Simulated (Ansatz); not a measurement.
# Quasiparticle gap of Si3N4 (P6_3/m), part 2 of 2

Wanted: the gap of Si3N4 (P6_3/m) with a many-body correction, and the time that it takes.

Ansatz 0.2.0; PBE, then G0W0 on it, plane waves, PAW. Known limits of the many-body steps: finite bands, screening cutoff and k mesh; no spin-orbit coupling in G0W0.

So far. Step 2 (Bands along the symmetry lines): Over mesh and path the gap is 4.327 eV, from k = (0.000, 0.000, 0.150) to k = Γ. The least direct gap found is 4.521 eV, at k = Γ. On the 6×6×8 mesh alone the same run gives 4.342 eV, so that mesh misses an edge of PBE: 4.342 − 4.327 = +0.015 eV. The pressure in this cell is 6 GPa; the cell is kept.

In doubt: masses and optical values from hybrid runs of this build are listed as unsure (in some of the runs), which bears on the screening that GW takes from such a start.

## (3) The quasiparticle correction

G0W0 replaces the xc potential by a self-energy built once from the orbitals of the start. Levels are corrected in the window of bands that the input names, at points of the mesh.

This step: G0W0 on PBE, plane waves, PAW; PAW set soft_1.

Input file input.yaml:

```yaml
crystal:
  lattice:
    - [7.6044, 0.0, 0.0]
    - [-3.8022, 6.5856035805, 0.0]
    - [0.0, 0.0, 2.9063]
  atoms:
    - { symbol: Si, position: [0.768477, 0.174557, 0.25] }
    - { symbol: Si, position: [0.59392, 0.768477, 0.75] }
    - { symbol: Si, position: [0.825443, 0.59392, 0.25] }
    - { symbol: Si, position: [0.231523, 0.825443, 0.75] }
    - { symbol: Si, position: [0.40608, 0.231523, 0.25] }
    - { symbol: Si, position: [0.174557, 0.40608, 0.75] }
    - { symbol: "N", position: [0.0305, 0.33024, 0.25] }
    - { symbol: "N", position: [0.70026, 0.0305, 0.75] }
    - { symbol: "N", position: [0.66976, 0.70026, 0.25] }
    - { symbol: "N", position: [0.9695, 0.66976, 0.75] }
    - { symbol: "N", position: [0.29974, 0.9695, 0.25] }
    - { symbol: "N", position: [0.33024, 0.29974, 0.75] }
    - { symbol: "N", position: [0.6666666667, 0.3333333333, 0.25] }
    - { symbol: "N", position: [0.3333333333, 0.6666666667, 0.75] }
kpoints:
  mp_grid: { grid: [3, 3, 6] }
hamiltonian:
  xc: pbe
  pseudopotentials: { kind: paw, azcp: { folder: soft_1 } }
scf:
  occupations: { method: fixed }
gw:
  n_empty_bands: 798
  ecut_chi: 180.0
  qp_bands: [v4, c4]
  qp_kpoints: band_edges
  screening: { model: contour_deformation }
```

The run is started by

```sh
$ ansatz run input.yaml --threads 2 --pin off --max-ram 73728MiB --backend cuda --events-out ev --progress --plain --runs-dir out --devices 1 --max-vram 13GiB
```

Numbers of over 12 decimals in the logs are rounded to 6 here.

Output:

```text
GPUs: using 1 of 1 available (devices: 1).
[...]
GPU FFT provider: cuFFT
GPU libraries: cuBLAS 13.8.2, cuFFT 12.4.0, cuSOLVER 12.3.4
Crystal: 14 atoms, lattice volume = 145.546 Å³
Basis set: ecut = 420 eV, 2823 PW (Γ)
Bands: 46, of which v1, the nominal top of the filled ones, is band 32 counted from 1 (31 counted from 0)
Symmetry: 12 space group operations
[...]
k-points: 12 of 54
[...]
GPU buffer pool allocated for 58320 grid points (all kernels)
[...]
SCF iter   1: F=—  HF=-6913.316093 eV  |F-HF|=—  |Δ(HF+E_count)|=         —  Δρ=1.57e-1  dr2=3.74e1  ethr=3.10e-3  ⟨swp⟩=5.0  Hψ=2168  notcnv=0  defer=128
[...]
SCF iter   9: F=-6901.770867 eV  HF=-6901.770867 eV  |F-HF|=2.52e-8  |Δ(HF+E_count)|=   1.50e-6  Δρ=2.81e-6  dr2=1.08e-8  ethr=1.56e-10  ⟨swp⟩=16.2  Hψ=3197  notcnv=0
SCF 1 converged in 9 iterations: F = -6901.770867 eV  dr2 = 1.08e-8
[...]
NSCF: frozen V_eff on 12 k-points
the band table was solved once the SCF had ended and its energy, with any forces and stress, was formed, with the checks that follow a solve (2378 applications of the Hamiltonian). They found nothing against the state; the energy, forces and stress were not computed again (output.eigenvalues in the input reference)
[...]
G₀W₀ screening: q 1/12
[... further progress lines ...]
[...]
SCF converged after 9 iterations
Free energy (F): -6901.770867 eV
[...]
Internal energy: -6901.770867 eV  (E = F + TS)
E sigma→0 (E₀):  -6901.770867 eV
Fermi energy:    8.296649 eV
[...]
--- Band table (eV; the first three rows and the last of 12) ---
  k-point 0: bands = [... 28 lower, 7.0065, 7.8341, 7.8928, 8.0990, 12.6203, 13.0359, 13.1908, 13.1908, ... 10 higher]
  k-point 1: bands = [... 28 lower, 7.0309, 7.0309, 7.1536, 8.2966, 14.0360, 14.2698, 14.2698, 14.4709, ... 10 higher]
  k-point 2: bands = [... 28 lower, 6.5843, 6.8530, 6.8530, 7.9605, 13.3646, 13.3646, 14.2699, 14.2699, ... 10 higher]
  k-point 11: bands = [... 28 lower, 6.8864, 6.8864, 7.1765, 7.1765, 13.3284, 13.3284, 14.1446, 14.1446, ... 10 higher]
--- G₀W₀: contour deformation, 6 samples at zero and on the imaginary axis and 1 off it, 54 q-points, 798 empty bands' worth ---
  eigenvalues of the whole cell's RPA ε∞ on this k-mesh (on a slab, of 1 + 4πα/V) = 3.9876, 3.9876, 4.0824; static W/v taken at q = 0 is 0.248428
  bands read: the sum over 830 bands ends inside a degenerate multiplet in 2 slots, whose members it reads at an even weight; the widest, k=2: bands 830 to 831 (counted from 1) at 1/2 each
  gw.qp_kpoints: band_edges: 10 of 12 stored k-points solved, in 1 pass; an edge of the gap read off the rows below is read off those points alone
    valence top: of the k-points left out ik 6 came nearest to being solved in a further pass, in band 32 (counted from 1, as in the quasiparticle table): it holds the edge there only if its correction is more favourable than any solved in that band by at least 0.553 eV; those differ by 0.165 eV
    conduction bottom: of the k-points left out ik 6 came nearest to being solved in a further pass, in band 33 (counted from 1, as in the quasiparticle table): it holds the edge there only if its correction is more favourable than any solved in that band by at least 0.435 eV; those differ by 0.262 eV
    ik  band        ε_KS         Σx   Σc(E_QP)       V_xc       Z   E_QP_lin       E_QP  E_QP is
     0    29      7.0065   -21.5759     3.0425   -17.4022  0.7919     5.8644     5.8753  root
     0    30      7.8341   -21.5956     3.1131   -17.4031  0.7883     6.7447     6.7547  root
     0    31      7.8928   -21.7869     3.0356   -17.6920  0.7884     6.8241     6.8334  root
     0    32      8.0990   -21.8475     3.1048   -17.6875  0.7886     7.0345     7.0438  root
     0    33     12.6203    -7.2387    -4.4957   -12.4892  0.8346    13.3787    13.3751  root
     0    34     13.0359    -8.5548    -4.2591   -13.4172  0.8286    13.6415    13.6392  root
     0    35     13.1908    -8.1964    -4.5605   -13.5878  0.8269    14.0262    14.0216  root
     0    36     13.1908    -8.1964    -4.5605   -13.5878  0.8269    14.0262    14.0216  root
     1    29      7.0309   -21.6363     3.0779   -17.4257  0.7910     5.8872     5.8982  root
     1    30      7.0309   -21.6363     3.0779   -17.4257  0.7910     5.8872     5.8982  root
     1    31      7.1536   -21.2316     3.1695   -16.9214  0.7874     6.0010     6.0129  root
     1    32      8.2966   -21.9576     2.9770   -17.9627  0.7900     7.2706     7.2788  root
     1    33     14.0360    -7.7227    -4.2495   -12.5224  0.8287    14.5882    14.5862  root
     1    34     14.2698    -8.1140    -4.7976   -13.7576  0.8214    15.1212    15.1159  root
     1    35     14.2698    -8.1140    -4.7976   -13.7576  0.8214    15.1212    15.1159  root
     1    36     14.4709    -7.6655    -4.7841   -13.3152  0.8224    15.3422    15.3365  root
     2    29      6.5843   -21.0706     3.2765   -16.5970  0.7851     5.3733     5.3873  root
     2    30      6.8530   -21.2725     3.1478   -16.9633  0.7886     5.6794     5.6916  root
     2    31      6.8530   -21.2725     3.1478   -16.9633  0.7886     5.6794     5.6916  root
     2    32      7.9605   -21.6125     3.0214   -17.5252  0.7899     6.8853     6.8946  root
     2    33     13.3646    -7.2777    -4.5365   -12.5238  0.8308    14.0775    14.0741  root
     2    34     13.3646    -7.2777    -4.5365   -12.5238  0.8308    14.0775    14.0741  root
     2    35     14.2699    -7.7044    -4.6097   -13.0879  0.8240    15.0479    15.0437  root
     2    36     14.2699    -7.7044    -4.6097   -13.0879  0.8240    15.0479    15.0437  root
     3    29      6.6634   -21.0064     3.2654   -16.5461  0.7852     5.4547     5.4686  root
     3    30      6.6634   -21.0064     3.2654   -16.5461  0.7852     5.4547     5.4686  root
     3    31      6.9482   -20.7785     3.1533   -16.4421  0.7882     5.7522     5.7652  root
     3    32      6.9482   -20.7785     3.1533   -16.4421  0.7882     5.7522     5.7652  root
     3    33     13.0156    -7.1919    -4.4041   -12.2586  0.8330    13.6809    13.6782  root
     3    34     13.0156    -7.1919    -4.4041   -12.2586  0.8330    13.6809    13.6782  root
     3    35     13.0156    -7.1919    -4.4041   -12.2586  0.8330    13.6809    13.6782  root
     3    36     13.0156    -7.1919    -4.4041   -12.2586  0.8330    13.6809    13.6782  root
     4    29      6.9393   -21.1435     3.0688   -16.9271  0.7897     5.7800     5.7917  root
     4    30      7.6237   -21.6036     3.0510   -17.4708  0.7887     6.5321     6.5420  root
     4    31      7.9216   -21.6975     3.1094   -17.5175  0.7884     6.8412     6.8509  root
     4    32      8.0677   -21.8316     3.1053   -17.6689  0.7886     7.0009     7.0103  root
     4    33     12.8578    -7.4576    -4.5315   -12.7707  0.8321    13.6434    13.6394  root
     4    34     12.9912    -8.0076    -4.4991   -13.2909  0.8294    13.7793    13.7753  root
     4    35     13.2217    -7.9957    -4.5746   -13.3942  0.8277    14.0502    14.0456  root
     4    36     13.4503    -7.8943    -4.4737   -13.0802  0.8285    14.1658    14.1624  root
[...]
10    33     13.5878    -7.0373    -4.6060   -12.3558  0.8303    14.3037    14.3003  root
    10    34     13.6269    -7.9455    -4.6042   -13.3386  0.8275    14.4200    14.4158  root
    10    35     13.6269    -7.9455    -4.6042   -13.3386  0.8275    14.4200    14.4158  root
    10    36     14.4202    -5.9436    -4.3549   -10.8429  0.8355    14.9667    14.9647  root
    11    29      6.8864   -21.1734     3.1787   -16.8192  0.7882     5.6982     5.7109  root
    11    30      6.8864   -21.1734     3.1787   -16.8192  0.7882     5.6982     5.7109  root
    11    31      7.1765   -21.2182     3.1402   -16.9358  0.7877     6.0225     6.0343  root
    11    32      7.1765   -21.2182     3.1402   -16.9358  0.7877     6.0225     6.0343  root
    11    33     13.3284    -7.9336    -4.5630   -13.2616  0.8280    14.0973    14.0934  root
    11    34     13.3284    -7.9336    -4.5630   -13.2616  0.8280    14.0973    14.0934  root
    11    35     14.1446    -6.9072    -4.5381   -12.1202  0.8296    14.8226    14.8195  root
    11    36     14.1446    -6.9072    -4.5381   -12.1202  0.8296    14.8226    14.8195  root
```

The job ended after 86 s (1 × NVIDIA H100 80GB HBM3 (shared by 6 runs) with 2 threads of AMD EPYC 7R13 (Zen 3), shared host; peak memory 2.7 GiB; 2 min of CPU time).

Numbers from this step:

```yaml
bands_summed: 830
rpa_eps_infinity_on_this_mesh_eigenvalues: 3.988, 3.988, 4.082
plane_waves_in_the_screening_matrix: 793
q_points_in_the_mesh: 54
g0w0_gap_over_the_corrected_points: 6.096 eV
k_of_the_valence_top: 0, 0, 0.1667
k_of_the_conduction_bottom: 0, 0, 0
starting_gap_on_the_mesh: 4.324 eV
z_at_the_valence_top: 0.7900
z_at_the_conduction_bottom: 0.8346
least_direct_g0w0_gap_over_the_corrected_points: 6.331 eV
```

Over 10 of 12 irreducible mesh points the G0W0 gap is 6.096 eV, from k = (0.000, 0.000, 0.167) to k = Γ. The PBE gap of this run on the mesh is 4.324 eV. The two states that bound the G0W0 gap lie that far apart at the start, so the correction of the gap is 6.096 − 4.324 = +1.772 eV. The start of this run differs from the step before in mesh (6×6×8 and 3×3×6).

Labels follow the order of the start: v1 is the top filled band, c1 the lowest empty one; levels that stay degenerate share a row, the window can cut a multiplet, doubted levels are not marked in this list, bands outside the window were not corrected, and the list may be a part of the corrected levels. Levels before and after the correction, in eV, zero at the valence-band top of each column:

```csv
,conduction bottom,valence top
Kohn-Sham,4.32,0.00
G0W0,6.10,0.00
```

```csv
,level,occupation,energy (eV)
Kohn-Sham,Γ v3,2,-0.463
Kohn-Sham,Γ v2,2,-0.404
Kohn-Sham,Γ v1,2,-0.198
Kohn-Sham,Γ c1,0,4.324
Kohn-Sham,Γ c2,0,4.739
Kohn-Sham,Γ c3,0,4.894
Kohn-Sham,(0 0 0.167) v3,2,-1.266
Kohn-Sham,(0 0 0.167) v2,2,-1.143
Kohn-Sham,(0 0 0.167) v1,2,0.000
Kohn-Sham,(0 0 0.167) c1,0,5.739
Kohn-Sham,(0 0 0.167) c2-c3,0,5.973
G0W0,Γ v3,2,-0.524
G0W0,Γ v2,2,-0.445
G0W0,Γ v1,2,-0.235
G0W0,Γ c1,0,6.096
G0W0,Γ c2,0,6.360
G0W0,Γ c3,0,6.743
G0W0,(0 0 0.167) v3,2,-1.381
G0W0,(0 0 0.167) v2,2,-1.266
G0W0,(0 0 0.167) v1,2,0.000
G0W0,(0 0 0.167) c1,0,7.307
G0W0,(0 0 0.167) c2-c3,0,7.837
```

The parts of the quasiparticle energy for the two states that bound the G0W0 gap, in eV on the run's own scale (QP = start + Σx + Σc − Vxc, with Σc at the quasiparticle energy):

```csv
edge,k,band,start,Σx,Σc,Vxc,Z,QP
valence top,"(0.000, 0.000, 0.167)",32,8.297,−21.958,2.977,−17.963,0.790,7.279
conduction bottom,Γ,33,12.620,−7.239,−4.496,−12.489,0.835,13.375
```

## (4) Side by side

Each gap is the least one over the points named; times are wall times on shared hosts, not benchmarks. A G0W0 time includes the run's own self-consistent start. Rows marked * are further runs, not shown as steps, whose inputs differ from the G0W0 step on the same start in the columns given; solver thresholds can differ too.

```csv
level,mesh,"files, cutoff","bands summed, screening",points,gap (eV),valence top,conduction bottom,least direct gap (eV),time
PBE,6×6×8,"soft_1 PAW, 420 eV",-,mesh and path,4.327,"(0.000, 0.000, 0.150)",Γ,4.521,11 s
G0W0@PBE*,3×3×6,"soft_1 PAW, 420 eV","163, 54 eV",10 of 12 irreducible mesh points,5.752,"(0.000, 0.000, 0.167)",Γ,6.008,13 s
G0W0@PBE*,3×3×6,"soft_1 PAW, 420 eV","402, 108 eV",10 of 12 irreducible mesh points,5.921,"(0.000, 0.000, 0.167)",Γ,6.165,38 s
G0W0@PBE,3×3×6,"soft_1 PAW, 420 eV","830, 180 eV",10 of 12 irreducible mesh points,6.096,"(0.000, 0.000, 0.167)",Γ,6.331,86 s
G0W0@PBE*,3×3×4,"soft_1 PAW, 420 eV","402, 108 eV",8 of 9 irreducible mesh points,6.010,"(0.000, 0.000, 0.250)",Γ,6.172,25 s
G0W0@PBE*,3×3×6,"soft_1 PAW, 420 eV","402, 108 eV, plasmon pole",10 of 12 irreducible mesh points,5.897,"(0.000, 0.000, 0.167)",Γ,6.144,39 s
```

## (5) Results

```json
{
 "PBE gap over mesh and path": "4.327 eV, from k = (0.000, 0.000, 0.150) to k = Γ",
 "G0W0@PBE gap over 10 of 12 irreducible mesh points": "6.096 eV, from k = (0.000, 0.000, 0.167) to k = Γ",
 "GW settings": "3×3×6 mesh, 798 empty bands, screening to 180 eV, PAW set soft_1 files",
 "known limits": "finite bands, screening cutoff and k mesh; no spin-orbit coupling in G0W0"
}
```

**Reading.** Over 10 of 12 irreducible mesh points the G0W0 gap is 6.096 eV, from k = (0.000, 0.000, 0.167) to k = Γ. The PBE gap of this run on the mesh is 4.324 eV. The two states that bound the G0W0 gap lie that far apart at the start, so the correction of the gap is 6.096 − 4.324 = +1.772 eV. The valence state moves by 7.279 − 8.297 = −1.018 eV and the conduction state by 13.375 − 12.620 = +0.755 eV, on the run's own scale; with 163 bands the edge states move by −0.239 and +1.189 eV, so the split between the edges depends on the bands and cutoff. Over mesh and path, PBE puts the valence top at k = (0.000, 0.000, 0.150), which is no corrected point. The start's gap on the mesh of the G0W0 run, 4.324 eV, is no wider than the 4.327 eV found there (the runs differ in mesh (6×6×8 and 3×3×6)), so it is not shown that this mesh misses an edge. Levels at other points were not corrected, so a lower G0W0 gap elsewhere in the zone is not ruled out. From 163 bands and 54 eV to 830 bands and 180 eV the gap moves by 6.096 − 5.752 = +0.344 eV (rung by rung 5.752, 5.921, 6.096 eV); bands and screening cutoff rise together, so their parts are not told apart. A line in one over the bands through the two highest rungs gives 6.096 + (6.096 − 5.921) × 402 / (830 − 402) = 6.260 eV, and through the pair below 5.921 + (5.921 − 5.752) × 163 / (402 − 163) = 6.036 eV. The two differ by 0.224 eV, not under the 0.030 eV asked, so the law does not hold well over these rungs and the limit is not known. With the 3×3×4 mesh in place of the 3×3×6 mesh and all else as in the G0W0@PBE row with 402 bands, the gap differs by 6.010 − 5.921 = +0.089 eV, and that of the start by 4.394 − 4.324 = +0.070 eV; an edge lies at another k point, so this need not be the shift of one pair of states. With the plasmon pole model in place of the contour deformation model and all else as in the G0W0@PBE row with 402 bands, the gap differs by 5.897 − 5.921 = −0.024 eV. G0W0 on other starts in this series, not shown as steps and not all at these settings: 6.540 eV on HSE06 (3×3×6, soft_1 PAW, 402 bands, 108 eV) and 5.934 eV on PBEsol (3×3×6, soft_1 PAW, 402 bands, 108 eV). The G0W0 runs are scalar-relativistic. G0W0@PBE runs of this series with other atomic data on the same mesh, not shown as steps, give 5.947 eV (hard PAW, 870 eV, 402 bands, screening to 108 eV; the table's row with the same empty bands and screening cutoff has 5.921 eV); where bands and cutoffs differ too, the part of the files is not isolated.

[Paths, hosts, dates, memory and timing lines, banners, echoed tables and standing remarks are left out of the program output.]

[Logs are printed without paths, hosts, clocks, repeated set-up lines and the standing remarks that a program may print on its own settings, such as how far it seeks lower states.]

[Runs of the session that timed out or met a known fault of the program may be left out.]

[Cells called generated may have been cut or substituted from an entry of the Crystallography Open Database or the Materials Project.]

[Hosts, paths, dates, database ids (printed as entryN), source tags and the programs' standing remarks are cut or masked in the printed files.]

[Where an RPA ε∞ is given, it is that of the G0W0 mesh and is not shown converged in it. Names of k-points follow the symmetry that the program found, which can be lower than the space group named. Band edges on a path are those of the sampled points; other points can move an edge, and change direct to indirect where valleys lie close.]

[Hybrid gaps are those of their k-mesh and are not shown converged in it.]
